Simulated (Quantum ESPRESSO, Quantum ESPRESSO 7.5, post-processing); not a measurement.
# Cu(111), 5 layers: parallel layout and speed

Which layout of ranks, pools and threads suits Cu(111), 5 layers? The physics should not care; the clock does.

Main program and level: Quantum ESPRESSO 7.5; plane-wave DFT, PBE, GBRV ultrasoft pseudopotentials.

Most raw output is cut from this account.

## (1) The structure

The cell holds 5 atoms: 5 Cu. Cell: a = 2.553 Å, b = 2.553 Å, c = 24.337 Å, α = 90.0°, β = 90.0°, γ = 60.0°. It derives from Cu. Vacuum lies along c.

## (2) Self-consistent run: 4 ranks, 4 pools, 1 thread a rank

The first run is the reference of the series.

Contents of c0.in:

```
&control
  prefix = 'c0'
  outdir = './out'
  pseudo_dir = './pseudo'
  calculation = 'scf'
  tprnfor = .true.
/
&system
  ibrav = 0
  nat = 5
  ntyp = 1
  ecutwfc = 40
  ecutrho = 200
  occupations = 'smearing'
  smearing = 'mv'
  degauss = 0.02
  assume_isolated = 'esm'
  esm_bc = 'bc1'
/
&electrons
  conv_thr = 1e-07
  mixing_beta = 0.4
  electron_maxstep = 120
  mixing_mode = 'local-TF'
/
ATOMIC_SPECIES
  Cu  63.5460  cu_pbe_v1.2.uspp.F.UPF
CELL_PARAMETERS angstrom
  2.55265548008344 0.00000000000000 0.00000000000000
  1.27632774004172 2.21066449286182 0.00000000000000
  0.00000000000000 0.00000000000000 24.33693788709819
ATOMIC_POSITIONS crystal
  Cu  0.666666666700 0.666666666700 -0.171281570545
  Cu  0.000000000000 0.000000000000 -0.085640785272
  Cu  0.333333333300 0.333333333300 0.000000000000
  Cu  0.666666666700 0.666666666700 0.085640785272
  Cu  0.000000000000 0.000000000000 0.171281570545
K_POINTS automatic
  12 12 1 0 0 0
```

The run is started by

```
> OMP_NUM_THREADS=1 mpirun -n 4 pw.x -nk 4 -in c0.in > c0.out
```

Elapsed: 99 s, on 4 MPI ranks of Intel Xeon Platinum 8488C (Sapphire Rapids), shared host; peak memory 0.5 GiB; 6.6 min of CPU time.

Numbers from this step:

| Item | Value |
| --- | --- |
| free energy | -27467.7291 eV |
| Fermi energy | -4.776 eV |
| vacuum line at the lower end of the cell, over the Fermi level | 4.776 eV |
| vacuum line at the upper end of the cell, over the Fermi level | 4.776 eV |

The potential energy, planar mean oscillates, so the rows of the table below give means over windows of 2.14 Å about each position, cut where the curve ends. Its maxima inside the range that stand out by 2 % of the span (Å: eV): -3.1: -0.0175, -1.0: 0.00185, 1.0: 0.00185, 3.1: -0.0175. Its minima: -4.2: -24.2, -2.1: -24.1, 0.0: -24.2, 2.1: -24.1, 4.2: -24.2.

Electrostatic potential energy of an electron; zero at the Fermi level. Table of potential energy, planar mean by z; means over each step:

```csv
z (Å),"potential energy, planar mean (eV)"
-11.10,4.78
-8.96,4.78
-6.82,4.65
-4.68,-8.24
-2.54,-9.96
-0.40,-9.88
1.74,-9.91
3.88,-9.70
6.02,3.74
8.16,4.77
10.30,4.78
```

The program's own clock; routines nest. Time by routine:

```csv
routine,wall time (s),calls
PWSCF,98.22,1
electrons,94.76,1
c_bands,78.5,22
cegterg,63.88,111
h_psi,42.44,1022
vloc_psi,36.74,1022
fftw,34.68,53120
sum_band,8.18,22
mix_rho,5.97,22
cdiaghg,3.82,1017
calbec,3.73,1152
ffts,3.28,2628
init_run,2.98,1
h_psi:calbec,2.91,1022
```

The vacuum levels are read from the outermost 0.7 Å of the cell on either side.

The run needed 22 iterations to bring the estimated error under 1e-07 Ry; the largest force on any atom, held or free, is 0.01 eV/Å.

Inside the slab this potential holds the local part of the pseudopotentials, which can be repulsive at the nuclei; only its value in the vacuum has a meaning of its own.

## (3) SCF with pw.x: 4 ranks, 2 pools, 1 thread a rank

c1.in, as its differences from the input of step 2:

```diff
@@ -1,3 +1,3 @@
 &control
-  prefix = 'c0'
+  prefix = 'c1'
   outdir = './out'
```

The run is started by

```
> OMP_NUM_THREADS=1 mpirun -n 4 pw.x -nk 2 -in c1.in > c1.out
```

It took 90 s on 4 MPI ranks; peak memory 0.46 GiB.

The program's own clock; routines nest. Time by routine:

```csv
routine,wall time (s),calls
PWSCF,89.37,1
electrons,87.02,1
c_bands,76.38,17
cegterg,68.57,174
h_psi,45.57,1812
fftw,42.1,85916
vloc_psi,40.63,1812
sum_band,7.24,17
cdiaghg,7.13,1801
calbec,3.36,2022
h_psi:calbec,2.63,1812
mix_rho,2.28,17
add_vuspsi,2.09,1812
s_psi,2,1812
```

Counted from each run's own zero (the Fermi level), the vacuum level differs from the first run's by +0 meV.

## (4) Ground state: 4 ranks, 1 pool, 1 thread a rank

c2.in, as its differences from the input of step 3:

```diff
@@ -1,3 +1,3 @@
 &control
-  prefix = 'c1'
+  prefix = 'c2'
   outdir = './out'
```

The run is started by

```
> OMP_NUM_THREADS=1 mpirun -n 4 pw.x -nk 1 -in c2.in > c2.out
```

Run time: 79 s. Hardware: 4 MPI ranks; peak memory 0.43 GiB; 5.2 min of CPU time.

Numbers from this step:

- Fermi energy: -4.775 eV
- vacuum line at the lower end of the cell, over the Fermi level: 4.775 eV
- vacuum line at the upper end of the cell, over the Fermi level: 4.775 eV

The program's own clock; routines nest. Time by routine:

```csv
routine,wall time (s),calls
PWSCF,78.03,1
electrons,75.46,1
c_bands,67.28,16
cegterg,66.22,308
h_psi,39.57,3246
fftw,36.54,143964
vloc_psi,35,3246
cdiaghg,12.72,3227
sum_band,6.38,16
calbec,3.27,3626
h_psi:calbec,2.59,3246
init_run,2.1,1
add_vuspsi,1.79,3246
s_psi,1.71,3246
```

Counted from each run's own zero (the Fermi level), the vacuum level differs from the first run's by -0 meV.

## (5) SCF with pw.x: 2 ranks, 2 pools, 2 threads a rank

c3.in, as its differences from the input of step 4:

```diff
@@ -1,3 +1,3 @@
 &control
-  prefix = 'c2'
+  prefix = 'c3'
   outdir = './out'
```

The run is started by

```
> OMP_NUM_THREADS=2 mpirun -n 2 pw.x -nk 2 -in c3.in > c3.out
```

Run time: 4.7 min. Hardware: 2 MPI ranks; peak memory 0.35 GiB; 10 min of CPU time.

This step gave:

- Fermi energy: -4.777 eV
- vacuum line at the lower end of the cell, over the Fermi level: 4.777 eV
- vacuum line at the upper end of the cell, over the Fermi level: 4.777 eV

The program's own clock; routines nest. Time by routine:

```csv
routine,wall time (s),calls
PWSCF,280.9,1
electrons,273.7,1
c_bands,239.4,17
cegterg,220.1,172
h_psi,190.8,1863
fftw,189.6,85556
vloc_psi,182.7,1863
sum_band,27.68,17
cdiaghg,10.02,1853
init_run,6.5,1
calbec,5.45,2073
h_psi:calbec,4.5,1863
wfcinit,4.44,1
mix_rho,3.89,17
```

Counted from each run's own zero (the Fermi level), the vacuum level differs from the first run's by +2 meV.

## (6) SCF with pw.x: 2 ranks, 1 pool, 2 threads a rank

c4.in, as its differences from the input of step 5:

```diff
@@ -1,3 +1,3 @@
 &control
-  prefix = 'c3'
+  prefix = 'c4'
   outdir = './out'
```

The run is started by

```
> OMP_NUM_THREADS=2 mpirun -n 2 pw.x -nk 1 -in c4.in > c4.out
```

The job ended after 2.5 min (2 MPI ranks; peak memory 0.24 GiB).

Numbers from this step:

- Fermi energy: -4.776 eV
- vacuum line at the lower end of the cell, over the Fermi level: 4.776 eV
- vacuum line at the upper end of the cell, over the Fermi level: 4.776 eV

The program's own clock; routines nest. Time by routine:

```csv
routine,wall time (s),calls
PWSCF,148.5,1
electrons,144.8,1
c_bands,124.6,19
cegterg,122,366
h_psi,83.34,3452
vloc_psi,75.78,3452
fftw,71.98,164612
cdiaghg,16.99,3432
sum_band,15.45,19
calbec,5.46,3889
h_psi:calbec,4.27,3452
init_run,2.98,1
add_vuspsi,2.66,3452
mix_rho,2.57,19
```

Counted from each run's own zero (the Fermi level), the vacuum level differs from the first run's by +0 meV.

## (7) Self-consistent run: 1 rank, 1 pool, 4 threads a rank

c5.in, as its differences from the input of step 6:

```diff
@@ -1,3 +1,3 @@
 &control
-  prefix = 'c4'
+  prefix = 'c5'
   outdir = './out'
```

The run is started by

```
> OMP_NUM_THREADS=4 pw.x -nk 1 -in c5.in > c5.out
```

The job ended after 7.3 min (1 MPI rank; peak memory 0.26 GiB).

The program's own clock; routines nest. Time by routine:

```csv
routine,wall time (s),calls
PWSCF,437.5,1
electrons,426.6,1
c_bands,373.1,17
cegterg,368.5,327
h_psi,331.6,3725
fftw,330.4,160012
vloc_psi,324,3725
sum_band,47.32,17
cdiaghg,18.8,3706
init_run,9.98,1
wfcinit,7.74,1
calbec,5.01,4124
h_psi:calbec,4.04,3725
add_vuspsi,3.22,3725
```

Counted from each run's own zero (the Fermi level), the vacuum level differs from the first run's by +0 meV.

## (8) SCF with pw.x: 2 ranks, 2 pools, 1 thread a rank

c6.in, as its differences from the input of step 7:

```diff
@@ -1,3 +1,3 @@
 &control
-  prefix = 'c5'
+  prefix = 'c6'
   outdir = './out'
```

The run is started by

```
> OMP_NUM_THREADS=1 mpirun -n 2 pw.x -nk 2 -in c6.in > c6.out
```

Run time: 2.4 min. Hardware: 2 MPI ranks; peak memory 0.27 GiB.

Numbers from this step:

```
Fermi energy                                                   : -4.777 eV
vacuum line at the lower end of the cell, over the Fermi level : 4.777 eV
vacuum line at the upper end of the cell, over the Fermi level : 4.777 eV
```

The program's own clock; routines nest. Time by routine:

```csv
routine,wall time (s),calls
PWSCF,141.4,1
electrons,136.8,1
c_bands,117.4,19
cegterg,102.6,192
h_psi,64.04,1956
vloc_psi,53.93,1956
fftw,50.82,91044
sum_band,11.69,19
cdiaghg,7.24,1946
calbec,6.28,2186
h_psi:calbec,4.96,1956
mix_rho,4.8,19
add_vuspsi,4.3,1956
s_psi,4.14,1956
```

Counted from each run's own zero (the Fermi level), the vacuum level differs from the first run's by +1 meV.

## (9) Self-consistent run: 1 rank, 1 pool, 1 thread a rank

c7.in, as its differences from the input of step 8:

```diff
@@ -1,3 +1,3 @@
 &control
-  prefix = 'c6'
+  prefix = 'c7'
   outdir = './out'
```

The run is started by

```
> OMP_NUM_THREADS=1 pw.x -nk 1 -in c7.in > c7.out
```

Run time: 3.9 min. Hardware: 1 MPI rank; peak memory 0.28 GiB.

This step gave:

```
Fermi energy                                                   : -4.776 eV
vacuum line at the lower end of the cell, over the Fermi level : 4.776 eV
vacuum line at the upper end of the cell, over the Fermi level : 4.776 eV
```

The program's own clock; routines nest. Time by routine:

```csv
routine,wall time (s),calls
PWSCF,234.1,1
electrons,228.2,1
c_bands,200.3,17
cegterg,196.2,327
h_psi,121.8,3734
vloc_psi,103.3,3734
fftw,94.71,166796
sum_band,19.1,17
cdiaghg,14.62,3715
calbec,11.69,4133
h_psi:calbec,9.4,3734
add_vuspsi,8.24,3734
s_psi,7.89,3734
init_run,4.97,1
```

Counted from each run's own zero (the Fermi level), the vacuum level differs from the first run's by +0 meV.

## (10) The series side by side

All levels:

```csv
level,vacuum level over the Fermi level (eV),its change from the first (meV),energy from the first (meV an atom),SCF iterations,wall time (s),peak memory (GiB),CPU time (s)
"4 ranks, 4 pools, 1 thread a rank",4.776,0,0,22,99.23,0.5,394.7
"4 ranks, 2 pools, 1 thread a rank",4.776,0.3,7.35e-4,17,90.44,0.46,359.1
"4 ranks, 1 pool, 1 thread a rank",4.775,-0.5,-2.72e-5,16,79.14,0.43,313.5
"2 ranks, 2 pools, 2 threads a rank",4.777,1.6,8.16e-5,17,282.1,0.35,611.6
"2 ranks, 1 pool, 2 threads a rank",4.776,0.1,-2.72e-5,19,149.7,0.24,390.7
"1 rank, 1 pool, 4 threads a rank",4.776,0.3,5.44e-5,17,438.5,0.26,835.3
"2 ranks, 2 pools, 1 thread a rank",4.777,0.9,2.72e-5,19,142.5,0.27,283.6
"1 rank, 1 pool, 1 thread a rank",4.776,0.2,0,17,234.9,0.28,234.4
```

## (11) By hand

Efficiency = (t₁ n₁)/(t₂ n₂) an iteration = (234.9/17 × 1) / (99.2/22 × 4) = 0.77.

## (12) Summary of results

```
fastest                            : 4 ranks, 1 pool, 1 thread a rank: 79 s, 16 iterations
slowest that converged             : 1 rank, 1 pool, 4 threads a rank: 7.3 min, 17 iterations
largest change of the vacuum level : 2 meV
```

What this shows: The fastest choice is 4 ranks, 1 pool, 1 thread a rank: 79 s, 16 iterations. From 1 to 4 cores the time an iteration falls from 14 to 4.5 s, a parallel efficiency of 77 % by this measure and of 59 % in wall time; iterations differ in number and cost. On all 4 cores the layouts span 4.5 s (4 ranks, 4 pools, 1 thread a rank) to 26 s an iteration (1 rank, 1 pool, 4 threads a rank), and 0.24 to 0.5 GiB. Some layouts with several threads a rank ran hardly faster than one core, or slower; the cause (binding, or neighbours on the host) was not examined. The vacuum level differs by up to 2 meV between layouts, the slack that the SCF threshold leaves. Iteration counts run from 16 to 22 with the layout alone. The times come from a shared host and are rough. Peak memory is sampled during the run and can miss the peak. The geometry is as built, not relaxed.

[Logs are printed without paths, hosts, clocks, repeated set-up lines and the standing remarks that a program may print on its own settings, such as how far it seeks lower states.]

[Hosts, paths, dates, database ids (printed as entryN), source tags and the programs' standing remarks are cut or masked in the printed files.]

[Maps of the electrostatic potential energy from Ansatz leave out the sawtooth potential of an applied field or a dipole correction, so their vacuum need not be flat; planar profiles and work functions include it.]
